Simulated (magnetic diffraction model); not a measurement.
# Solving a magnetic structure from powder neutron data: Cr2BS12N3

Space group P6_3/m (no. 176), a = 9.7710 Å, c = 9.2130 Å.

| site | atom | x | y | z |
| --- | --- | --- | --- | --- |
| 4f | Cr | 1/3 | 2/3 | 0.4419 |
| 12i | S | 0.1569 | 0.4364 | 0.5750 |
| 6h | S | 0.1909 | 0.0558 | 3/4 |
| 6h | S | 0.6072 | 0.4796 | 3/4 |
| 6h | N | 0.3118 | 0.9490 | 3/4 |
| 2a | B | 0 | 0 | 3/4 |

The compound is invented for this exercise: a known structure type with other elements, its cell scaled to their sizes and not relaxed.

Only Cr is taken to order (form factors of Cr3+); orders and moment sizes are assumed, and not adapted to the symmetry. Radiation: neutrons of λ = 2.36 Å (absorption by B left out), 3° to 55°; isotropic B of 0.51 Å² (Cr), 0.53 Å² (S), 0.81 Å² (N) and 0.59 Å² (B). The intensities are simulated: I ∝ L Σ (|F_N|² + |F_M⊥|²) for unpolarised neutrons, with F_M = 2.695 fm/μB × Σ f(s) S exp(2πi Q·r) exp(−B s²) at Q = H ± k (one set where k and −k are equivalent), only the part normal to Q counting and L = 1/(sin²θ cos θ). For a modulated order the moment at position r is S exp(−2πi k·r) + c.c., with S = m/2 for a sine wave of amplitude m and S = m(u + iv)/2 for moments turning in a plane, u and v being orthogonal unit vectors in it; the phase factor of the sum at Q = H + k is then exp(2πi H·r). Form factors are spin-only for 3d ions and dipole or tabulated for f ions, scattering lengths are Sears's of 1992, and absorption is left out. A label names one of the reflections at its angle. The strongest nuclear line in the range is 100, and lines under 0.2 are left out.

Above the ordering temperature:

```tsv
2θ (°)	index	I
21.83	(1 0 1)	0.4
29.68	(0 0 2)	27.4
31.73	(1 1 1)	100.0
33.91	(1 0 2)	14.2
35.74	(2 0 1)	13.0
41.23	(1 1 2)	7.5
43.30	(2 1 0)	22.9
44.50	(2 0 2)	9.9
45.98	(2 1 1)	3.1
48.25	(1 0 3)	0.4
49.46	(3 0 0)	13.5
51.89	(3 0 1)	12.3
53.38	(1 2 2)	0.9
53.98	(1 1 3)	17.6
```

Below it (cell unchanged):

```csv
2θ (°),I
12.01,9.9
14.44,7.2
15.26,1.1
18.39,5.8
19.04,0.2
20.08,3.3
20.68,0.3
21.83,0.4
23.63,0.2
28.25,1.5
28.69,0.8
29.68,27.4
30.52,1.5
31.73,100.0
32.00,0.5
32.12,0.7
33.16,1.2
33.91,14.2
34.66,1.3
35.02,0.5
35.14,1.1
35.74,13.0
36.10,0.6
36.57,0.8
39.29,1.3
40.16,1.0
41.23,7.5
41.44,0.5
42.69,0.6
43.10,0.6
43.30,22.9
44.31,0.5
44.50,9.9
45.39,0.5
45.98,3.1
46.27,0.6
```
(The table stops after 36 lines; 16 more lie at higher angle.)

**Question.** Check that the new lines index with k = (1/4 0 0), then choose among these models:
A. moments turning in the plane of [010] and [001], 2.67 μB on Cr; signs + at (1/3, 2/3, 0.4419), − at (2/3, 1/3, 0.5581), − at (2/3, 1/3, 0.9419), + at (1/3, 2/3, 0.0581)
B. a sine wave with moments along [010] (amplitudes given), 2.67 μB on Cr; signs + at (1/3, 2/3, 0.4419), − at (2/3, 1/3, 0.5581), − at (2/3, 1/3, 0.9419), + at (1/3, 2/3, 0.0581)
C. moments turning in the plane of [001] and [100], 2.67 μB on Cr; signs + at (1/3, 2/3, 0.4419), − at (2/3, 1/3, 0.5581), − at (2/3, 1/3, 0.9419), + at (1/3, 2/3, 0.0581)
D. moments turning in the plane of [100] and [010], 2.67 μB on Cr; signs + at (1/3, 2/3, 0.4419), − at (2/3, 1/3, 0.5581), − at (2/3, 1/3, 0.9419), + at (1/3, 2/3, 0.0581)

The new lines index as (3/4 0 0) at 12.01°, (3/4 -1 0) at 14.44°, (1/4 0 1) at 15.26° and (1/4 1 0) at 18.39°, that is as H ± k with k = (1/4 0 0), one of 3 inequivalent arms of its star (k and −k counted as one), which a powder can't tell apart. Satellites come in pairs about each point of the reciprocal lattice.

Magnetic intensity, observed (below minus above) and for each model:

| 2θ (°) | index | observed | A | B | C | D |
| --- | --- | --- | --- | --- | --- | --- |
| 12.01 | (3/4 0 0) | 9.9 | 9.9 | 4.9 | 6.2 | 4.9 |
| 14.44 | (3/4 -1 0) | 7.2 | 7.2 | 0.5 | 11.5 | 6.7 |
| 15.26 | (1/4 0 1) | 1.1 | 1.1 | 1.0 | 1.0 | 2.0 |
| 18.39 | (1/4 1 0) | 5.8 | 5.8 | 1.7 | 6.2 | 4.0 |
| 20.08 | (5/4 0 0) | 3.3 | 3.3 | 1.7 | 2.1 | 1.7 |
| 30.52 | (7/4 -2 0) | 1.5 | 1.5 | 0.2 | 2.1 | 1.3 |
| 33.16 | (3/4 -1 2) | 1.2 | 1.2 | 0.9 | 1.3 | 2.1 |
| 34.66 | (1/4 2 0) | 1.3 | 1.3 | 0.3 | 1.5 | 0.9 |

Model A matches.

The structure used: k = (1/4 0 0), moments turning in the plane of [010] and [001], 2.67 μB on Cr; signs + at (1/3, 2/3, 0.4419), − at (2/3, 1/3, 0.5581), − at (2/3, 1/3, 0.9419), + at (1/3, 2/3, 0.0581).

[Logs are printed without paths, hosts, clocks, repeated set-up lines and the standing remarks that a program may print on its own settings, such as how far it seeks lower states.]
